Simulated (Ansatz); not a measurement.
**Is Au-Ir stack of (111) layers a stable metal?**

Question: is the lattice of Au-Ir stack of (111) layers stable, and if so, what are its coupling constant and resistivity?

Calculated with Ansatz 0.2.0; DFT PBE, scalar-relativistic, plane waves, PAW; PAW set soft_1.

### 1. Set-up

The cell holds 2 atoms: 1 Au and 1 Ir. Cell: a = 2.715 Å, b = 2.715 Å, c = 13.217 Å, α = 90.0°, β = 90.0°, γ = 120.0°. Vacuum lies along c.

### 2. Rough relaxation

Large forces or a large pressure at the start call for a first relaxation with loose thresholds.

The input, input.yaml:

```yaml
crystal:
  lattice:
    - [2.71529, 0.0, 0.0]
    - [-1.35765, 2.35151, 0.0]
    - [0.0, 0.0, 13.21703]
  atoms:
    - { symbol: Au, position: [0.0, 0.0, 0.41612995] }
    - { symbol: Ir, position: [0.33333333, 0.66666667, 0.58387005] }
  periodic: [true, true, false]
kpoints:
  mp_grid: { grid: [9, 9, 1] }
hamiltonian:
  xc: pbe
  pseudopotentials: { kind: paw, azcp: { folder: soft_1 } }
scf:
  occupations: { method: gaussian, width: 0.1 }
output:
  forces: true
  stress: true
  eigenvalues: true
relax:
  adjacent_minimum: "off"
  f_tol: 0.05
  max_steps: 80
  cell: { stress_2d_tol: 0.02 }
```

Started as:

```sh
ansatz run input.yaml --threads 4 --pin off --max-ram 20480MiB --backend cpu --events-out ev --progress --plain --runs-dir out
```

Numbers of over 12 decimals in the logs are rounded to 6 here.

Log:

```text
Warning: crystal.periodic: the lattice vector that does not repeat stood 0.000° off the slab's normal, 13.217 Å along it as the deck builds it. The run solves the slab on a vector along the normal, 28.234 Å long, with every atom where it was (on the deck's vector they left 11.00 Å outside them, and the widest stretch free of ions among them is 2.22 Å). A fractional position that the run reports is one of the run's ce [...]
The last accepted step is kept in <dir> (removed where the run ends without a failure and the disk answers)
crystal.periodic: the lattice vector that does not repeat stood 0.000° off the slab's normal, 13.217 Å along it as the deck builds it. The run solves the slab on a vector along the normal, 28.234 Å long, with every atom where it was (on the deck's vector they left 11.00 Å outside them, and the widest stretch free of ions among them is 2.22 Å). A fractional position that the run reports is one of the run's cell, which [...]
Engine: ansatz 0.2.0, aarch64-unknown-linux-gnu
Pseudopotentials: kind: paw
Pseudopotential: Au, paw, valence charge 19, recommended cutoff 420 eV (normal), soft_1/Au.paw.azcp
Pseudopotential: Ir, paw, valence charge 17, recommended cutoff 420 eV (normal), soft_1/Ir.paw.azcp
Functional definition: PBE
  parameter kappa = 0.804
  parameter beta = 0.066725
  exchange = pbe_x(kappa = kappa, mu = beta*pi^2/3)
  correlation = pbe_c(beta = beta)
Crystal: 2 atoms, lattice volume = 180.275 Å³
Basis set: ecut = 420 eV, 3545 PW (Γ), exchange–correlation on 40×40×384 points (8 copies of the dense FFT grid, shifted against one another)
Bands: 22, of which v1, the nominal top of the filled ones, is band 18 counted from 1 (17 counted from 0)
Symmetry: 6 space group operations
Space group: P3m1 (ITA 156), of the structure as read, at distance tolerance 5.6e-5 Å
k-points: 12 of 81 (time reversal used)
Non-local potential: Au, projectors of the file, l = 0: 3, l = 1: 2, l = 2: 2, l = 3: 1
Non-local potential: Ir, projectors of the file, l = 0: 3, l = 1: 2, l = 2: 2, l = 3: 1
PAW form: soft (Blöchl's): semilocal exchange-correlation on the pseudo side does not see the compensation charge
PAW one-centre angular grid: Au, 590 points (default); XC on 64 Gauss nodes
PAW one-centre angular grid: Ir, 590 points (default); XC on 64 Gauss nodes
Initial density: superposition of atomic densities (neutral atoms: chi_scale 0, normalization atom)
Initial wavefunctions: pseudopotential atomic-orbital guess
Functional: x = pbe(κ = 0.804, μ = 0.219515), c = pbe(β = 0.066725)
SCF iter   1: F=—  HF=-25087.884449 eV  |F-HF|=—  |Δ(HF+E_count)|=         —  Δρ=6.20e-2  dr2=3.85e1  ethr=3.10e-3  ⟨swp⟩=13.6  Hψ=2273  notcnv=0
preconditioner: auto → LDOS  [metal: Δε(μ)=0.105 eV  Ē_g=7.636 eV  σ=0.100 eV  W_gap=0.48  n_scr=18 (ndim 8)  ℏωp=12.4 eV  f_vac=0.771  D(μ)=4.92/eV (n_scr^D=18)  β→1.0]
SCF iter   2: F=—  HF=-25087.025873 eV  |F-HF|=—  |Δ(HF+E_count)|=   8.59e-1  Δρ=3.82e-2  dr2=1.17e1  ethr=3.10e-3  ⟨swp⟩=3.8  Hψ=799  notcnv=0  defer=2
SCF iter   3: F=—  HF=-25086.411361 eV  |F-HF|=—  |Δ(HF+E_count)|=   6.15e-1  Δρ=2.58e-2  dr2=6.67e0  ethr=3.10e-3  ⟨swp⟩=4.4  Hψ=898  notcnv=0  defer=1
SCF iter   4: F=—  HF=-25086.145223 eV  |F-HF|=—  |Δ(HF+E_count)|=   2.66e-1  Δρ=1.02e-2  dr2=4.74e-1  ethr=3.10e-3  ⟨swp⟩=2.9  Hψ=536  notcnv=0  defer=1
SCF iter   5: F=—  HF=-25086.091220 eV  |F-HF|=—  |Δ(HF+E_count)|=   5.40e-2  Δρ=4.55e-3  dr2=1.29e-1  ethr=1.32e-3  ⟨swp⟩=3.5  Hψ=574  notcnv=0  defer=1
SCF iter   6: F=—  HF=-25086.087059 eV  |F-HF|=—  |Δ(HF+E_count)|=   4.16e-3  Δρ=1.69e-3  dr2=5.47e-3  ethr=3.57e-4  ⟨swp⟩=3.3  Hψ=492  notcnv=0  defer=1
SCF iter   7: F=—  HF=-25086.087274 eV  |F-HF|=—  |Δ(HF+E_count)|=   2.15e-4  Δρ=5.93e-4  dr2=2.17e-3  ethr=1.52e-5  ⟨swp⟩=3.1  Hψ=614  notcnv=0  defer=1
SCF iter   8: F=—  HF=-25086.087178 eV  |F-HF|=—  |Δ(HF+E_count)|=   9.62e-5  Δρ=2.55e-4  dr2=1.25e-4  ethr=6.02e-6  ⟨swp⟩=3.8  Hψ=572  notcnv=0  defer=1
SCF iter   9: F=—  HF=-25086.087156 eV  |F-HF|=—  |Δ(HF+E_count)|=   2.20e-5  Δρ=5.98e-5  dr2=1.14e-5  ethr=3.49e-7  ⟨swp⟩=3.4  Hψ=604  notcnv=0  defer=1
SCF iter  10: F=—  HF=-25086.087150 eV  |F-HF|=—  |Δ(HF+E_count)|=   5.85e-6  Δρ=1.43e-5  dr2=2.64e-6  ethr=3.17e-8  ⟨swp⟩=3.5  Hψ=545  notcnv=0  defer=1
SCF iter  11: F=—  HF=-25086.087150 eV  |F-HF|=—  |Δ(HF+E_count)|=   1.69e-7  Δρ=7.47e-6  dr2=1.80e-7  ethr=7.34e-9  ⟨swp⟩=3.3  Hψ=504  notcnv=0  defer=1
SCF iter  12: F=-25086.087151 eV  HF=-25086.087150 eV  |F-HF|=2.72e-8  |Δ(HF+E_count)|=   8.27e-8  Δρ=2.59e-6  dr2=2.65e-8  ethr=2.78e-10  ⟨swp⟩=16.5  Hψ=1875  notcnv=0
SCF 1 converged in 12 iterations: F = -25086.087151 eV  dr2 = 2.65e-8
  greatest PAW one-centre occupation: 1.000 electrons in one spin orbital (limit 2), on the Au atom at site 0 (counted from 0), in its partial waves of l = 0
relax step   1: F+E_penalty+E_count = -25086.08715052 eV  Δ(F+E_penalty+E_count) = +0.000e0 eV  max|allowed force component| = 1.783e0 eV/Å  Δτ_max = 0.0000 Å  P = +3.674 N/m  Ω = 180.275 Å³  fix = [c, alpha, beta]  reactions: c +0.000 N/m  (12 SCF iters, dr2 threshold 1.00e-7 eV, accepted)
Crystal: 2 atoms, lattice volume = 182.868 Å³
Basis set: ecut = 420 eV, 3593 PW (Γ), exchange–correlation on 40×40×384 points (8 copies of the dense FFT grid, shifted against one another)
Initial density: handed on by an earlier stage of this run
Initial wavefunctions: those handed on with the density
iter 1 solved again at ethr=2.73e-4 eV; its pass at ethr=3.10e-3 eV (dr2=9.84e-2 eV) is discarded
SCF iter   1: F=—  HF=-25086.271427 eV  |F-HF|=—  |Δ(HF+E_count)|=         —  Δρ=1.02e-2  dr2=9.87e-2  ethr=2.73e-4  ⟨swp⟩=2.5  Hψ=2308  notcnv=0
preconditioner: auto → LDOS  [insulator: Δε(μ)=0.143 eV  Ē_g=7.230 eV  σ=0.100 eV  W_gap=0.66  n_scr=18 (ndim 8)  ℏωp=12.3 eV  f_vac=0.760  D(μ)=1.83/eV (n_scr^D=12)  ε∞_Penn≈3.9  β→1.0]
SCF iter   2: F=—  HF=-25086.272177 eV  |F-HF|=—  |Δ(HF+E_count)|=   7.49e-4  Δρ=5.54e-3  dr2=1.59e-1  ethr=2.73e-4  ⟨swp⟩=3.5  Hψ=648  notcnv=0
SCF iter   3: F=—  HF=-25086.247965 eV  |F-HF|=—  |Δ(HF+E_count)|=   2.42e-2  Δρ=1.73e-3  dr2=1.99e-2  ethr=2.73e-4  ⟨swp⟩=3.0  Hψ=639  notcnv=0
SCF iter   4: F=—  HF=-25086.245433 eV  |F-HF|=—  |Δ(HF+E_count)|=   2.53e-3  Δρ=4.45e-4  dr2=7.63e-4  ethr=5.53e-5  ⟨swp⟩=3.2  Hψ=565  notcnv=0
SCF iter   5: F=—  HF=-25086.245418 eV  |F-HF|=—  |Δ(HF+E_count)|=   1.41e-5  Δρ=1.50e-4  dr2=6.93e-5  ethr=2.12e-6  ⟨swp⟩=3.6  Hψ=586  notcnv=0
SCF iter   6: F=—  HF=-25086.245432 eV  |F-HF|=—  |Δ(HF+E_count)|=   1.37e-5  Δρ=4.41e-5  dr2=3.69e-6  ethr=1.93e-7  ⟨swp⟩=3.2  Hψ=574  notcnv=0
[...]
Crystal: 2 atoms, lattice volume = 178.476 Å³
Basis set: ecut = 420 eV, 3533 PW (Γ), exchange–correlation on 40×40×384 points (8 copies of the dense FFT grid, shifted against one another)
iter 1 solved again at ethr=3.38e-5 eV; its pass at ethr=3.10e-3 eV (dr2=1.22e-2 eV) is discarded
SCF iter   1: F=—  HF=-25086.292526 eV  |F-HF|=—  |Δ(HF+E_count)|=         —  Δρ=1.46e-3  dr2=1.04e-2  ethr=3.38e-5  ⟨swp⟩=4.5  Hψ=2164  notcnv=0
preconditioner: auto → LDOS  [insulator: Δε(μ)=0.154 eV  Ē_g=7.426 eV  σ=0.100 eV  W_gap=0.67  n_scr=18 (ndim 8)  ℏωp=12.4 eV  f_vac=0.762  D(μ)=1.90/eV (n_scr^D=12)  ε∞_Penn≈3.8  β→1.0]
SCF iter   2: F=—  HF=-25086.292291 eV  |F-HF|=—  |Δ(HF+E_count)|=   2.35e-4  Δρ=1.08e-3  dr2=5.20e-3  ethr=2.90e-5  ⟨swp⟩=3.1  Hψ=521  notcnv=0
SCF iter   3: F=—  HF=-25086.291331 eV  |F-HF|=—  |Δ(HF+E_count)|=   9.60e-4  Δρ=2.80e-4  dr2=6.87e-4  ethr=1.45e-5  ⟨swp⟩=2.7  Hψ=471  notcnv=0
SCF iter   4: F=—  HF=-25086.291250 eV  |F-HF|=—  |Δ(HF+E_count)|=   8.10e-5  Δρ=6.52e-5  dr2=5.18e-6  ethr=1.91e-6  ⟨swp⟩=3.2  Hψ=495  notcnv=0
SCF iter   5: F=—  HF=-25086.291227 eV  |F-HF|=—  |Δ(HF+E_count)|=   2.23e-5  Δρ=2.43e-5  dr2=2.88e-6  ethr=1.44e-8  ⟨swp⟩=4.0  Hψ=696  notcnv=0
SCF iter   6: F=-25086.291231 eV  HF=-25086.291230 eV  |F-HF|=8.30e-7  |Δ(HF+E_count)|=   2.64e-6  Δρ=9.04e-6  dr2=1.69e-7  ethr=5.56e-10  ⟨swp⟩=12.4  Hψ=2073  notcnv=0
SCF 3 converged in 6 iterations: F = -25086.291231 eV  dr2 = 1.69e-7
relax step   3: F+E_penalty+E_count = -25086.29123084 eV  Δ(F+E_penalty+E_count) = -4.579e-2 eV  max|allowed force component| = 1.574e-1 eV/Å  Δτ_max = 0.0187 Å  P = -1.489 N/m  Ω = 178.476 Å³  energy of the carried Pulay correction = +1.712e-4 eV  fix = [c, alpha, beta]  reactions: c -0.000 N/m  (6 SCF iters, dr2 threshold 2.00e-7 eV, accepted)
[...]
relax step   4: F+E_penalty+E_count = -25086.29619199 eV  Δ(F+E_penalty+E_count) = -4.961e-3 eV  max|allowed force component| = 1.663e-2 eV/Å  Δτ_max = 0.0170 Å  P = +0.363 N/m  Ω = 177.060 Å³  energy of the carried Pulay correction = +3.079e-4 eV  fix = [c, alpha, beta]  reactions: c +0.000 N/m  (6 SCF iters, dr2 threshold 2.00e-7 eV, accepted)
[...]
relax step   5: F+E_penalty+E_count = -25086.29640491 eV  Δ(F+E_penalty+E_count) = -2.129e-4 eV  max|allowed force component| = 9.388e-3 eV/Å  Δτ_max = 0.0028 Å  P = +0.109 N/m  Ω = 177.391 Å³  energy of the carried Pulay correction = +2.758e-4 eV  fix = [c, alpha, beta]  reactions: c +0.000 N/m  (4 SCF iters, dr2 threshold 2.00e-7 eV, accepted)
[...]
relax step   6: F+E_penalty+E_count = -25086.29643166 eV  Δ(F+E_penalty+E_count) = -2.675e-5 eV  max|allowed force component| = 8.201e-4 eV/Å  Δτ_max = 0.0022 Å  P = -0.001 N/m  Ω = 177.566 Å³  energy of the carried Pulay correction = +2.589e-4 eV  fix = [c, alpha, beta]  reactions: c -0.000 N/m  (6 SCF iters, dr2 threshold 2.00e-8 eV, accepted)
Initial wavefunctions: pseudopotential atomic-orbital guess (no wavefunctions were taken with the density)
iter 1 solved again at ethr=5.12e-7 eV; its pass at ethr=3.10e-3 eV (dr2=1.84e-4 eV) is discarded
SCF iter   1: F=—  HF=-25086.296188 eV  |F-HF|=—  |Δ(HF+E_count)|=         —  Δρ=1.92e-5  dr2=1.17e-7  ethr=5.12e-7  ⟨swp⟩=6.2  Hψ=3441  notcnv=0
eigensolver tolerance schedule: the retry pair's looser diagonalisation over-reported the residual by 1575.83 of it (diagonalisation noise at 0.35 of the residual, at the tolerance the schedule requests for it); recorded, not acted on — ethr = c·dr2/N_el stays at c = 1.0e-1
preconditioner: auto → LDOS  [insulator: Δε(μ)=0.161 eV  Ē_g=7.534 eV  σ=0.100 eV  W_gap=0.68  n_scr=18 (ndim 8)  ℏωp=12.5 eV  f_vac=0.764  D(μ)=1.89/eV (n_scr^D=12)  ε∞_Penn≈3.7  β→1.0]
SCF iter   2: F=—  HF=-25086.296192 eV  |F-HF|=—  |Δ(HF+E_count)|=   3.48e-6  Δρ=5.13e-6  dr2=4.15e-8  ethr=3.25e-10  ⟨swp⟩=5.9  Hψ=985  notcnv=0
SCF iter   3: F=—  HF=-25086.296192 eV  |F-HF|=—  |Δ(HF+E_count)|=   1.98e-8  Δρ=2.15e-6  dr2=2.18e-8  ethr=1.15e-10  ⟨swp⟩=3.0  Hψ=607  notcnv=0
SCF iter   4: F=—  HF=-25086.296192 eV  |F-HF|=—  |Δ(HF+E_count)|=   1.45e-8  Δρ=8.02e-7  dr2=1.05e-9  ethr=6.05e-11  ⟨swp⟩=2.9  Hψ=454  notcnv=0
SCF iter   5: F=—  HF=-25086.296192 eV  |F-HF|=—  |Δ(HF+E_count)|=   1.65e-9  Δρ=1.59e-7  dr2=1.11e-10  ethr=2.92e-12  ⟨swp⟩=3.4  Hψ=628  notcnv=0
SCF iter   6: F=—  HF=-25086.296192 eV  |F-HF|=—  |Δ(HF+E_count)|=  8.69e-10  Δρ=5.88e-8  dr2=8.46e-12  ethr=1.00e-12  ⟨swp⟩=2.8  Hψ=434  notcnv=0
SCF iter   7: F=-25086.296192 eV  HF=-25086.296192 eV  |F-HF|=1.38e-10  |Δ(HF+E_count)|=  3.57e-10  Δρ=1.90e-8  dr2=8.82e-13  ethr=1.00e-12  ⟨swp⟩=16.1  Hψ=2073  notcnv=0
SCF 7 converged in 7 iterations: F = -25086.296192 eV  dr2 = 8.82e-13
relax step   7: F+E_penalty+E_count = -25086.29619188 eV  Δ(F+E_penalty+E_count) = +2.398e-4 eV  max|allowed force component| = 7.890e-4 eV/Å  Δτ_max = 0.0000 Å  P = -0.001 N/m  Ω = 177.566 Å³  fix = [c, alpha, beta]  reactions: c -0.000 N/m  stress off target by 7.14e-4 N/m on what of the cell is left free  SCF on the basis re-selected at this cell (its energy is not comparable with the rows above)  (7 SCF iters)
basis re-selected at this cell: Δ(F+E_penalty+E_count) = +2.398e-4 eV, ΔP = +0.001 N/m vs the last step (what re-selecting the basis moved, of the pressure what is left beyond the Pulay correction that the steps carried, after the strain that the cell walked since its last selection, with what the two solves' SCF thresholds leave and, on support functions, any second-order correction that the steps lacked; it is no m [...]
SCF converged after 7 iterations
Free energy (F): -25086.296192 eV
Harris-Foulkes:  -25086.296192 eV  (|F-HF|=1.38e-10)
Internal energy: -25086.286747 eV  (E = F + TS)
E sigma→0 (E₀):  -25086.291469 eV
Entropy (-TS):   -0.009445 eV (-4.723 meV/atom)
Fermi energy:    -5.746709 eV
--- Per-component energies (eV) ---
  E_band       = -1297.039146
  E_kinetic    = 1115.840873
  E_local      = -106106.442557  (includes V_loc(G=0)·N_el)
  E_nonlocal   = 288.551414
  E_hartree    = 52298.660612
  E_xc         = -443.438784
  E_vxc        = -515.203361  (∫ρ·V_xc dr)
  E_paw        = -18996.937171  (= ΣΔE_a)
  E_vpaw       = -677.108802  (= ΣTr[D̂ρ^β])
  E_aug_tail   = 0.001951  (compensation charges beyond the density's cutoff)
  E_ewald      = 46757.476913
  E_smearing   = -0.009445  (= −TS)
  E_closure    = -0.000000  (closes the sum)
  Σ components = -25086.296192   (vs F -25086.296192, Δ=0.00e0)
--- Forces (eV/Å), atoms counted from 1 ---
  atom   1  Au     0.00000000    -0.00000000     0.00078940
  atom   2  Ir    -0.00000000     0.00000000    -0.00078869
  max |Σ_I F_I| component: 7.13e-7 eV/Å
--- 2D stress c σ (N/m, compression-positive) ---
       -0.000714       0.000000      -0.000000
       -0.000000      -0.000714       0.000000
       -0.000000       0.000000      -0.000000
  P = ½ c Tr σ = -0.0007 N/m
--- Band table (eV; the first three rows and the last of 12) ---
  k-point 0: bands = [... 14 lower, -8.3212, -7.5777, -7.5777, -7.4191, -5.2301, -5.1451, -5.1451, -0.5287]
  k-point 1: bands = [... 14 lower, -8.2534, -8.0437, -7.5435, -7.0158, -6.1543, -5.2358, -3.6928, -0.2139]
  k-point 2: bands = [... 14 lower, -8.5462, -8.0321, -7.4910, -6.6506, -5.8714, -5.4583, -1.9415, 0.7055]
  k-point 11: bands = [... 14 lower, -8.3583, -7.6765, -7.1713, -5.8783, -0.4797, 0.4107, 1.5504, 2.4864]
--- Relaxed structure (6 steps of the walk, 6 accepted, 1 SCFs on fresh bases) ---
  F+E_penalty+E_count = -25086.29619188 eV   max|allowed force component| = 7.890e-4 eV/Å   (the final SCF, on the basis selected at the relaxed cell)
  cell:  # Å, volume = 177.5658 Å³
    - [2.694808, 2.864975680254417e-6, 0]
    - [-1.347406, 2.333770, 0]
    - [0, 0, 28.234052]
  atoms:
    - { symbol: Au, position: [-1.489968651102403e-17, -2.4151545118498714e-17, 0.189393] }
    - { symbol: Ir, position: [0.333333, 0.666667, 0.278731] }
```

Elapsed: 14 s, on 4 threads of Arm Neoverse V1, shared host; peak memory 0.46 GiB; 51 s of CPU time.

Step by step:

```tsv
step	energy less that of the first step (eV)	largest force component (eV/Å)	volume (Å³)
1	0.0000	1.7831	180.28
2	-0.1583	0.3584	182.87
3	-0.2041	0.1574	178.48
4	-0.2090	0.0166	177.06
5	-0.2093	0.0094	177.39
6	-0.2093	0.0008	177.57
7*	-0.2090	0.0008	177.57
```

Relaxation steps marked * repeat the geometry before them on a plane-wave basis chosen anew for their cell, so energy and pressure can jump there.

Forces are held to the 6 operations that the run works with; a distortion that breaks them can't arise in this run.

```tsv
cell as run	before	after	change
a (Å)	2.715	2.695	-0.8 %
b (Å)	2.715	2.695	-0.8 %
```

The atoms that moved most (Å, along periodic axes as changes of fractional coordinates times the final cell, across vacuum about the mean position):

```tsv
atom	dx	dy	dz	length
Au1	0.000	0.000	-0.153	0.153
Ir2	0.000	0.000	0.153	0.153
```

The relaxed structure:

```xyz
2
Lattice="2.6948 0.0000 0.0000 -1.3474 2.3338 0.0000 0.0000 0.0000 28.2341" Properties=species:S:1:pos:R:3
Au    0.0000    0.0000    5.3473
Ir    0.0000    1.5558    7.8697
```

Numbers from this step:

| Item | Value |
| --- | --- |
| metallic on mesh | yes |
| gap on the k-mesh | 0 eV |

The relaxation ends with a largest force component of 7.9e-4 eV/Å.

(Part 1 of 3 ends here.)

[Logs are printed without paths, hosts, clocks, repeated set-up lines and the standing remarks that a program may print on its own settings, such as how far it seeks lower states.]

[Hosts, paths, dates, database ids (printed as entryN), source tags and the programs' standing remarks are cut or masked in the printed files.]
